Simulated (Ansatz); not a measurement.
# GaP wire along [110], 6 atoms a period, H-terminated: bands by functional

Wanted: the relaxed geometry and the bands of the GaP wire along [110], 6 atoms a period, H-terminated.

Calculated with Ansatz 0.2.0; DFT PBE, plane waves, PAW; relaxation of a wire's period; PAW set soft_1, in the first sound run; inputs show where later runs differ.

**1. The starting structure**

The cell holds 14 atoms: 3 P, 8 H and 3 Ga. Cell: a = 12.670 Å, b = 13.276 Å, c = 3.896 Å, α = 90.0°, β = 90.0°, γ = 90.0°. Vacuum lies along a and b. The structure's axis is c.

**2. The relaxed wire**

Band widths follow the bond lengths, so the wire is relaxed first. The atoms and the third cell vector are free; the box across stays fixed as vacuum. A Fermi-Dirac smearing is set since the result may be a metal. The pressure printed is a third of the stress's trace over the whole box, vacuum included; only the stress along the axis is relaxed.

Input file input.yaml:

```yaml
crystal:
  lattice:
    - [12.67, 0.0, 0.0]
    - [0.0, 13.276, 0.0]
    - [0.0, 0.0, 3.8961583643]
  atoms:
    - { symbol: P, position: [0.449069726, 0.353273923, 0.0] }
    - { symbol: H, position: [0.514232384, 0.26532649, 0.0] }
    - { symbol: Ga, position: [0.557791115, 0.50001083, 0.0] }
    - { symbol: H, position: [0.268350434, 0.256101235, 0.5] }
    - { symbol: H, position: [0.268350434, 0.45044661, 0.5] }
    - { symbol: H, position: [0.268350434, 0.743920425, 0.5] }
    - { symbol: H, position: [0.268350434, 0.54957505, 0.5] }
    - { symbol: Ga, position: [0.340348337, 0.353273923, 0.5] }
    - { symbol: Ga, position: [0.340348337, 0.646747737, 0.5] }
    - { symbol: P, position: [0.666512504, 0.50001083, 0.5] }
    - { symbol: H, position: [0.731675163, 0.412063398, 0.5] }
    - { symbol: H, position: [0.731675163, 0.587958262, 0.5] }
    - { symbol: P, position: [0.449069726, 0.646747737, 0.0] }
    - { symbol: H, position: [0.514232384, 0.73469517, 0.0] }
kpoints:
  mp_grid: { grid: [1, 1, 21] }
scf:
  occupations: { method: fermi_dirac, width: 0.05 }
hamiltonian:
  xc: pbe
  pseudopotentials: { kind: paw, azcp: { folder: soft_1 } }
relax:
  cell: { fix: [a, b, alpha, beta, gamma] }
  max_steps: 45
  f_tol: 0.03
```

Run with:

```bash
> ansatz run input.yaml --threads 4 --pin off --max-ram 16384MiB --backend cpu --events-out ev --progress --plain --runs-dir out
```

Numbers of over 12 decimals in the logs are rounded to 6 here.

The log of the run:

```text
Engine: ansatz 0.2.0, x86_64-unknown-linux-gnu
Pseudopotentials: kind: paw
Pseudopotential: P, paw, valence charge 5, recommended cutoff 420 eV (normal), soft_1/P.paw.azcp
Pseudopotential: H, paw, valence charge 1, recommended cutoff 420 eV (normal), soft_1/H.paw.azcp
Pseudopotential: Ga, paw, valence charge 13, recommended cutoff 420 eV (normal), soft_1/Ga.paw.azcp
Functional definition: PBE
  parameter kappa = 0.804
  parameter beta = 0.066725
  exchange = pbe_x(kappa = kappa, mu = beta*pi^2/3)
  correlation = pbe_c(beta = beta)
Crystal: 14 atoms, lattice volume = 655.361 Å³
Basis set: ecut = 420 eV, 12859 PW (Γ), exchange–correlation on 180×180×54 points (8 copies of the dense FFT grid, shifted against one another)
Bands: 45, of which v1, the nominal top of the filled ones, is band 31 counted from 1 (30 counted from 0)
Symmetry: 4 space group operations
Space group: Pmm2 (ITA 25), of the structure as read, at distance tolerance 8.7e-5 Å
k-points: 11 of 21
Non-local potential: P, projectors of the file, l = 0: 2, l = 1: 2, l = 2: 1
Non-local potential: H, projectors of the file, l = 0: 2, l = 1: 1
Non-local potential: Ga, projectors of the file, l = 0: 2, l = 1: 2, l = 2: 3, l = 3: 1
PAW form: soft (Blöchl's): semilocal exchange-correlation on the pseudo side does not see the compensation charge
PAW one-centre angular grid: P, 110 points (default); XC on 64 Gauss nodes
PAW one-centre angular grid: H, 110 points (default); XC on 64 Gauss nodes
PAW one-centre angular grid: Ga, 590 points (default); XC on 64 Gauss nodes
Initial density: superposition of atomic densities (neutral atoms: chi_scale 0, normalization atom)
Initial wavefunctions: pseudopotential atomic-orbital guess
Functional: x = pbe(κ = 0.804, μ = 0.219515), c = pbe(β = 0.066725)
SCF iter   1: F=—  HF=-13745.749834 eV  |F-HF|=—  |Δ(HF+E_count)|=         —  Δρ=3.70e-2  dr2=9.80e0  ethr=3.10e-3  ⟨swp⟩=10.1  Hψ=2749  notcnv=0  defer=7
preconditioner: auto → Resta (q_TF=auto, 1.842 Å⁻¹)  ε∞=1.7  [insulator: Δε(μ)=3.419 eV  Ē_g=14.027 eV  σ=0.050 eV  W_gap=1.00  n_scr=62 (ndim 8)  ℏωp=11.4 eV  f_vac=0.594  D(μ)=0.00/eV (n_scr^D=0)  ε∞_Penn≈1.7  vacuum switching on, ρ_ref=1.4e-2 e/Å³]
SCF iter   2: F=—  HF=-13742.987310 eV  |F-HF|=—  |Δ(HF+E_count)|=    2.76e0  Δρ=1.59e-2  dr2=1.51e0  ethr=3.10e-3  ⟨swp⟩=4.8  Hψ=1223  notcnv=0  defer=78
SCF iter   3: F=—  HF=-13742.643740 eV  |F-HF|=—  |Δ(HF+E_count)|=   3.44e-1  Δρ=4.53e-3  dr2=2.73e-1  ethr=2.43e-3  ⟨swp⟩=3.2  Hψ=982  notcnv=0  defer=84
SCF iter   4: F=—  HF=-13742.571990 eV  |F-HF|=—  |Δ(HF+E_count)|=   7.18e-2  Δρ=1.38e-3  dr2=1.10e-2  ethr=4.40e-4  ⟨swp⟩=3.8  Hψ=914  notcnv=0  defer=84
SCF iter   5: F=—  HF=-13742.572101 eV  |F-HF|=—  |Δ(HF+E_count)|=   1.11e-4  Δρ=4.94e-4  dr2=1.09e-3  ethr=1.78e-5  ⟨swp⟩=2.7  Hψ=1015  notcnv=0  defer=81
SCF iter   6: F=—  HF=-13742.572252 eV  |F-HF|=—  |Δ(HF+E_count)|=   1.51e-4  Δρ=1.65e-4  dr2=1.29e-4  ethr=1.75e-6  ⟨swp⟩=2.0  Hψ=751  notcnv=0  defer=81
SCF iter   7: F=—  HF=-13742.572349 eV  |F-HF|=—  |Δ(HF+E_count)|=   9.76e-5  Δρ=4.21e-5  dr2=1.08e-5  ethr=2.08e-7  ⟨swp⟩=2.0  Hψ=696  notcnv=0  defer=81
SCF iter   8: F=—  HF=-13742.572302 eV  |F-HF|=—  |Δ(HF+E_count)|=   4.73e-5  Δρ=1.48e-5  dr2=1.08e-6  ethr=1.74e-8  ⟨swp⟩=2.0  Hψ=706  notcnv=0  defer=81
SCF iter   9: F=—  HF=-13742.572304 eV  |F-HF|=—  |Δ(HF+E_count)|=   1.42e-6  Δρ=5.13e-6  dr2=3.82e-7  ethr=1.74e-9  ⟨swp⟩=2.0  Hψ=751  notcnv=0  defer=81
SCF iter  10: F=-13742.572304 eV  HF=-13742.572304 eV  |F-HF|=9.58e-9  |Δ(HF+E_count)|=   4.66e-8  Δρ=1.74e-6  dr2=2.03e-8  ethr=1.61e-10  ⟨swp⟩=4.0  Hψ=1991  notcnv=0
SCF 1 converged in 10 iterations: F = -13742.572304 eV  dr2 = 2.03e-8
  greatest PAW one-centre occupation: 0.995 electrons in one spin orbital (limit 2), on the Ga atom at site 2 (counted from 0), in its partial waves of l = 2
relax step   1: F+E_penalty+E_count = -13742.57230359 eV  Δ(F+E_penalty+E_count) = +0.000e0 eV  max|allowed force component| = 9.767e-1 eV/Å  Δτ_max = 0.0000 Å  P = +0.260 GPa  Ω = 655.361 Å³  fix = [a, b, alpha, beta, gamma]  reactions: a -0.138, b +0.469 GPa  (10 SCF iters, dr2 threshold 1.00e-7 eV, accepted)
Crystal: 14 atoms, lattice volume = 656.764 Å³
Basis set: ecut = 420 eV, 12891 PW (Γ), exchange–correlation on 180×180×54 points (8 copies of the dense FFT grid, shifted against one another)
Initial density: handed on by an earlier stage of this run
Initial wavefunctions: those handed on with the density
iter 1 solved again at ethr=5.01e-4 eV; its pass at ethr=3.10e-3 eV (dr2=3.11e-1 eV) is discarded
SCF iter   1: F=—  HF=-13743.182922 eV  |F-HF|=—  |Δ(HF+E_count)|=         —  Δρ=9.78e-3  dr2=3.11e-1  ethr=5.01e-4  ⟨swp⟩=3.3  Hψ=2800  notcnv=0
preconditioner: auto → Resta (q_TF=auto, 1.841 Å⁻¹)  ε∞=1.7  [insulator: Δε(μ)=2.280 eV  Ē_g=13.682 eV  σ=0.050 eV  W_gap=1.00  n_scr=62 (ndim 8)  ℏωp=11.4 eV  f_vac=0.644  D(μ)=0.00/eV (n_scr^D=0)  ε∞_Penn≈1.7  vacuum switching on, ρ_ref=1.4e-2 e/Å³]
SCF iter   2: F=—  HF=-13743.132717 eV  |F-HF|=—  |Δ(HF+E_count)|=   5.02e-2  Δρ=4.66e-3  dr2=6.48e-2  ethr=5.01e-4  ⟨swp⟩=2.7  Hψ=680  notcnv=0
SCF iter   3: F=—  HF=-13743.127658 eV  |F-HF|=—  |Δ(HF+E_count)|=   5.06e-3  Δρ=6.64e-4  dr2=6.97e-3  ethr=1.04e-4  ⟨swp⟩=2.7  Hψ=781  notcnv=0
SCF iter   4: F=—  HF=-13743.126145 eV  |F-HF|=—  |Δ(HF+E_count)|=   1.51e-3  Δρ=1.76e-4  dr2=2.64e-4  ethr=1.12e-5  ⟨swp⟩=3.0  Hψ=935  notcnv=0  defer=1
SCF iter   5: F=—  HF=-13743.126110 eV  |F-HF|=—  |Δ(HF+E_count)|=   3.55e-5  Δρ=5.56e-5  dr2=2.25e-5  ethr=4.26e-7  ⟨swp⟩=2.0  Hψ=727  notcnv=0  defer=1
SCF iter   6: F=—  HF=-13743.126111 eV  |F-HF|=—  |Δ(HF+E_count)|=   9.94e-7  Δρ=1.75e-5  dr2=2.35e-6  ethr=3.63e-8  ⟨swp⟩=2.0  Hψ=748  notcnv=0  defer=1
SCF iter   7: F=-13743.126111 eV  HF=-13743.126111 eV  |F-HF|=1.29e-7  |Δ(HF+E_count)|=   3.08e-7  Δρ=6.01e-6  dr2=1.92e-7  ethr=2.26e-9  ⟨swp⟩=5.5  Hψ=1636  notcnv=0
SCF 2 converged in 7 iterations: F = -13743.126111 eV  dr2 = 1.92e-7
relax step   2: F+E_penalty+E_count = -13743.12611096 eV  Δ(F+E_penalty+E_count) = -5.538e-1 eV  max|allowed force component| = 3.969e-1 eV/Å  Δτ_max = 0.1951 Å  P = +0.132 GPa  Ω = 656.764 Å³  energy of the carried Pulay correction = -2.035e-4 eV  fix = [a, b, alpha, beta, gamma]  reactions: a -0.231, b +0.316 GPa  (7 SCF iters, dr2 threshold 1.40e-6 eV, accepted)
Crystal: 14 atoms, lattice volume = 659.612 Å³
Basis set: ecut = 420 eV, 12931 PW (Γ), exchange–correlation on 180×180×54 points (8 copies of the dense FFT grid, shifted against one another)
iter 1 solved again at ethr=3.02e-4 eV; its pass at ethr=3.10e-3 eV (dr2=1.87e-1 eV) is discarded
[...]
relax step   5: F+E_penalty+E_count = -13743.50395665 eV  Δ(F+E_penalty+E_count) = -6.180e-2 eV  max|allowed force component| = 1.459e-1 eV/Å  Δτ_max = 0.2000 Å  P = +0.015 GPa  Ω = 666.540 Å³  energy of the carried Pulay correction = -1.609e-3 eV  fix = [a, b, alpha, beta, gamma]  reactions: a -0.175, b +0.217 GPa  (7 SCF iters, dr2 threshold 1.40e-6 eV, accepted)
[...]
relax step   6: F+E_penalty+E_count = -13743.53082995 eV  Δ(F+E_penalty+E_count) = -2.687e-2 eV  max|allowed force component| = 1.594e-1 eV/Å  Δτ_max = 0.1060 Å  P = -0.042 GPa  Ω = 668.254 Å³  energy of the carried Pulay correction = -1.853e-3 eV  fix = [a, b, alpha, beta, gamma]  reactions: a -0.084, b -0.005 GPa  (7 SCF iters, dr2 threshold 1.33e-6 eV, accepted)
[...]
relax step   7: F+E_penalty+E_count = -13743.54281394 eV  Δ(F+E_penalty+E_count) = -1.198e-2 eV  max|allowed force component| = 5.275e-2 eV/Å  Δτ_max = 0.1277 Å  P = +0.028 GPa  Ω = 667.708 Å³  energy of the carried Pulay correction = -1.775e-3 eV  fix = [a, b, alpha, beta, gamma]  reactions: a +0.025, b +0.053 GPa  (6 SCF iters, dr2 threshold 1.40e-6 eV, accepted)
[...]
relax step   8: F+E_penalty+E_count = -13743.54660426 eV  Δ(F+E_penalty+E_count) = -3.790e-3 eV  max|allowed force component| = 3.782e-2 eV/Å  Δτ_max = 0.0788 Å  P = -0.004 GPa  Ω = 667.426 Å³  energy of the carried Pulay correction = -1.735e-3 eV  fix = [a, b, alpha, beta, gamma]  reactions: a -0.025, b +0.003 GPa  (7 SCF iters, dr2 threshold 1.74e-7 eV, accepted)
[...]
relax step   9: F+E_penalty+E_count = -13743.54789776 eV  Δ(F+E_penalty+E_count) = -1.294e-3 eV  max|allowed force component| = 2.759e-2 eV/Å  Δτ_max = 0.0493 Å  P = -0.017 GPa  Ω = 667.478 Å³  energy of the carried Pulay correction = -1.742e-3 eV  fix = [a, b, alpha, beta, gamma]  reactions: a -0.050, b +0.004 GPa  (6 SCF iters, dr2 threshold 8.94e-8 eV, accepted)
Initial wavefunctions: pseudopotential atomic-orbital guess (no wavefunctions were taken with the density)
iter 1 solved again at ethr=6.97e-6 eV; its pass at ethr=3.10e-3 eV (dr2=4.32e-3 eV) is discarded
SCF iter   1: F=—  HF=-13743.538697 eV  |F-HF|=—  |Δ(HF+E_count)|=         —  Δρ=1.56e-4  dr2=4.20e-6  ethr=6.97e-6  ⟨swp⟩=3.5  Hψ=4241  notcnv=0
eigensolver tolerance schedule: the retry pair's looser diagonalisation over-reported the residual by 1028.81 of it (diagonalisation noise at an unbounded share of the residual, at the tolerance the schedule requests for it); recorded, not acted on — ethr = c·dr2/N_el stays at c = 1.0e-1
preconditioner: auto → Resta (q_TF=auto, 1.836 Å⁻¹)  ε∞=1.7  [insulator: Δε(μ)=2.686 eV  Ē_g=13.804 eV  σ=0.050 eV  W_gap=1.00  n_scr=62 (ndim 8)  ℏωp=11.3 eV  f_vac=0.637  D(μ)=0.00/eV (n_scr^D=0)  ε∞_Penn≈1.7  vacuum switching on, ρ_ref=1.4e-2 e/Å³]
SCF iter   2: F=—  HF=-13743.546283 eV  |F-HF|=—  |Δ(HF+E_count)|=   7.59e-3  Δρ=7.91e-5  dr2=1.64e-6  ethr=6.77e-9  ⟨swp⟩=3.9  Hψ=1298  notcnv=0
SCF iter   3: F=—  HF=-13743.549108 eV  |F-HF|=—  |Δ(HF+E_count)|=   2.83e-3  Δρ=3.07e-5  dr2=2.01e-7  ethr=2.64e-9  ⟨swp⟩=2.8  Hψ=976  notcnv=0
SCF iter   4: F=—  HF=-13743.549858 eV  |F-HF|=—  |Δ(HF+E_count)|=   7.49e-4  Δρ=1.95e-6  dr2=2.45e-8  ethr=3.24e-10  ⟨swp⟩=3.0  Hψ=1040  notcnv=0
SCF iter   5: F=—  HF=-13743.549859 eV  |F-HF|=—  |Δ(HF+E_count)|=   1.75e-6  Δρ=7.89e-7  dr2=5.03e-9  ethr=3.96e-11  ⟨swp⟩=2.0  Hψ=834  notcnv=0
SCF iter   6: F=—  HF=-13743.549860 eV  |F-HF|=—  |Δ(HF+E_count)|=   4.85e-7  Δρ=3.49e-7  dr2=2.10e-9  ethr=8.11e-12  ⟨swp⟩=2.0  Hψ=836  notcnv=0
SCF iter   7: F=-13743.549860 eV  HF=-13743.549860 eV  |F-HF|=1.87e-9  |Δ(HF+E_count)|=   9.64e-9  Δρ=6.84e-8  dr2=3.75e-11  ethr=1.00e-12  ⟨swp⟩=4.0  Hψ=2125  notcnv=0
SCF 10 converged in 7 iterations: F = -13743.549860 eV  dr2 = 3.75e-11
relax step  10: F+E_penalty+E_count = -13743.54985987 eV  Δ(F+E_penalty+E_count) = -1.962e-3 eV  max|allowed force component| = 2.741e-2 eV/Å  Δτ_max = 0.0000 Å  P = -0.014 GPa  Ω = 667.478 Å³  fix = [a, b, alpha, beta, gamma]  reactions: a -0.049, b +0.005 GPa  stress off target by 9.54e-4 GPa on what of the cell is left free  SCF on the basis re-selected at this cell (its energy is not comparable with the rows above)  (7 SCF iters)
basis re-selected at this cell: Δ(F+E_penalty+E_count) = -1.962e-3 eV, ΔP = +0.002 GPa vs the last step (what re-selecting the basis moved, of the pressure what is left beyond the Pulay correction that the steps carried, after the strain that the cell walked since its last selection, with what the two solves' SCF thresholds leave and, on support functions, any second-order correction that the steps lacked; it is no m [...]
SCF converged after 7 iterations
Free energy (F): -13743.549860 eV
Harris-Foulkes:  -13743.549860 eV  (|F-HF|=1.87e-9)
Internal energy: -13743.549860 eV  (E = F + TS)
E sigma→0 (E₀):  -13743.549860 eV
Fermi energy:    -2.006785 eV
--- Per-component energies (eV) ---
  E_band       = -739.742562
  E_kinetic    = 643.693680
  E_local      = -15834.708681  (includes V_loc(G=0)·N_el)
  E_nonlocal   = -176.762316
  E_hartree    = 8158.144335
  E_xc         = -476.513721
  E_vxc        = -437.879544  (∫ρ·V_xc dr)
  E_paw        = -7653.705075  (= ΣΔE_a)
  E_vpaw       = -1250.366025  (= ΣTr[D̂ρ^β])
  E_aug_tail   = -0.008229  (compensation charges beyond the density's cutoff)
  E_ewald      = 1596.310148
  E_smearing   = -0.000000  (= −TS)
  E_closure    = -0.000000  (closes the sum)
  Σ components = -13743.549860   (vs F -13743.549860, Δ=0.00e0)
--- Forces (eV/Å), atoms counted from 1 ---
  atom   1  P     -0.02741325     0.01130054     0.00000000
  atom   2  H      0.00998483    -0.00767010     0.00000000
  atom   3  Ga    -0.00463396     0.00000000     0.00000000
  atom   4  H      0.00117701     0.01465921     0.00000000
  atom   5  H      0.01851666    -0.01514077     0.00000000
  atom   6  H      0.00117701    -0.01465921     0.00000000
  atom   7  H      0.01851666     0.01514077     0.00000000
  atom   8  Ga    -0.00194335    -0.00751973     0.00000000
  atom   9  Ga    -0.00194335     0.00751973     0.00000000
  atom  10  P      0.00576292    -0.00000000     0.00000000
  atom  11  H     -0.00088535    -0.00242277     0.00000000
  atom  12  H     -0.00088535     0.00242277     0.00000000
  atom  13  P     -0.02741325    -0.01130054     0.00000000
  atom  14  H      0.00998483     0.00767010     0.00000000
  max |Σ_I F_I| component: 2.06e-6 eV/Å
--- Stress (GPa, compression-positive) ---
       -0.049362       0.000000       0.000000
        0.000000       0.005238       0.000000
        0.000000       0.000000       0.000954
  P = ⅓ Tr σ = -0.0144 GPa (-0.144 kbar)
--- Relaxed structure (9 steps of the walk, 9 accepted, 1 SCFs on fresh bases) ---
  F+E_penalty+E_count = -13743.54985987 eV   max|allowed force component| = 2.741e-2 eV/Å   (the final SCF, on the basis selected at the relaxed cell)
  cell:  # Å, volume = 667.4777 Å³
    - [12.67, 0.0, 0.0]
    - [0.0, 13.276, 0.0]
    - [0.0, 0.0, 3.968194]
  atoms:
    - { symbol: P, position: [0.442494, 0.347789, 0.0] }
    - { symbol: H, position: [0.528470, 0.278736, 0.0] }
    - { symbol: Ga, position: [0.534391, 0.500011, 0.0] }
    - { symbol: H, position: [0.323125, 0.195354, 0.5] }
    - { symbol: H, position: [0.246494, 0.391059, 0.5] }
    - { symbol: H, position: [0.323125, 0.804668, 0.5] }
    - { symbol: H, position: [0.246494, 0.608962, 0.5] }
    - { symbol: Ga, position: [0.337779, 0.312231, 0.5] }
    - { symbol: Ga, position: [0.337779, 0.687790, 0.5] }
    - { symbol: P, position: [0.643861, 0.500011, 0.5] }
    - { symbol: H, position: [0.716692, 0.418630, 0.5] }
    - { symbol: H, position: [0.716692, 0.581392, 0.5] }
    - { symbol: P, position: [0.442494, 0.652232, 0.0] }
    - { symbol: H, position: [0.528470, 0.721286, 0.0] }
```

Wall time 75 s (4 threads of Intel Xeon Platinum 8259CL at 2.50GHz (Skylake/Cascade Lake), shared host); peak memory 1.2 GiB.

Relaxation path:

| step | energy less that of the first step (eV) | largest force component (eV/Å) | pressure (GPa) | volume (Å³) |
| --- | --- | --- | --- | --- |
| 1 | 0.0000 | 0.9767 | 0.26 | 655.36 |
| 2 | -0.5538 | 0.3969 | 0.13 | 656.76 |
| 3 | -0.7532 | 0.2581 | 0.06 | 659.61 |
| 4 | -0.8699 | 0.2121 | -0.02 | 664.91 |
| 5 | -0.9317 | 0.1459 | 0.01 | 666.54 |
| 6 | -0.9585 | 0.1594 | -0.04 | 668.25 |
| 7 | -0.9705 | 0.0527 | 0.03 | 667.71 |
| 8 | -0.9743 | 0.0378 | 0.00 | 667.43 |
| 9 | -0.9756 | 0.0276 | -0.02 | 667.48 |
| 10* | -0.9776 | 0.0274 | -0.01 | 667.48 |

Relaxation steps marked * repeat the geometry before them on a plane-wave basis chosen anew for their cell, so energy and pressure can jump there.

Forces are held to the 4 operations that the run works with; a distortion that breaks them can't arise in this run.

| cell as run | before | after | change |
| --- | --- | --- | --- |
| c (Å) | 3.896 | 3.968 | +1.8 % |

The atoms that moved most (Å, along periodic axes as changes of fractional coordinates times the final cell, across vacuum about the mean position):

| atom | dx | dy | dz | length |
| --- | --- | --- | --- | --- |
| H4 | 0.694 | -0.806 | 0.000 | 1.064 |
| H6 | 0.694 | 0.806 | 0.000 | 1.064 |
| H5 | -0.277 | -0.788 | 0.000 | 0.836 |
| H7 | -0.277 | 0.788 | 0.000 | 0.836 |
| Ga9 | -0.033 | 0.545 | 0.000 | 0.546 |
| Ga8 | -0.033 | -0.545 | 0.000 | 0.546 |
| Ga3 | -0.296 | 0.000 | 0.000 | 0.296 |
| P10 | -0.287 | 0.000 | 0.000 | 0.287 |

The relaxed structure:

```cif
data_structure
_symmetry_space_group_name_H-M 'P 1'
_symmetry_Int_Tables_number 1
_cell_length_a 12.6700
_cell_length_b 13.2760
_cell_length_c 3.9682
_cell_angle_alpha 90.000
_cell_angle_beta 90.000
_cell_angle_gamma 90.000
_cell_volume 667.48
loop_
_atom_site_label
_atom_site_type_symbol
_atom_site_fract_x
_atom_site_fract_y
_atom_site_fract_z
_atom_site_occupancy
P1 P 0.44249 0.34779 0.00000 1
H2 H 0.52847 0.27874 0.00000 1
Ga3 Ga 0.53439 0.50001 0.00000 1
H4 H 0.32312 0.19535 0.50000 1
H5 H 0.24649 0.39106 0.50000 1
H6 H 0.32312 0.80467 0.50000 1
H7 H 0.24649 0.60896 0.50000 1
Ga8 Ga 0.33778 0.31223 0.50000 1
Ga9 Ga 0.33778 0.68779 0.50000 1
P10 P 0.64386 0.50001 0.50000 1
H11 H 0.71669 0.41863 0.50000 1
H12 H 0.71669 0.58139 0.50000 1
P13 P 0.44249 0.65223 0.00000 1
H14 H 0.52847 0.72129 0.00000 1
```

This step gave:

* cell length along the wire: 3.968 Å

The cell's length comes to 3.968 Å with spin left out.

(Continued in part 2 of 2.)

[Logs are printed without paths, hosts, clocks, repeated set-up lines and the standing remarks that a program may print on its own settings, such as how far it seeks lower states.]

[Hosts, paths, dates, database ids (printed as entryN), source tags and the programs' standing remarks are cut or masked in the printed files.]
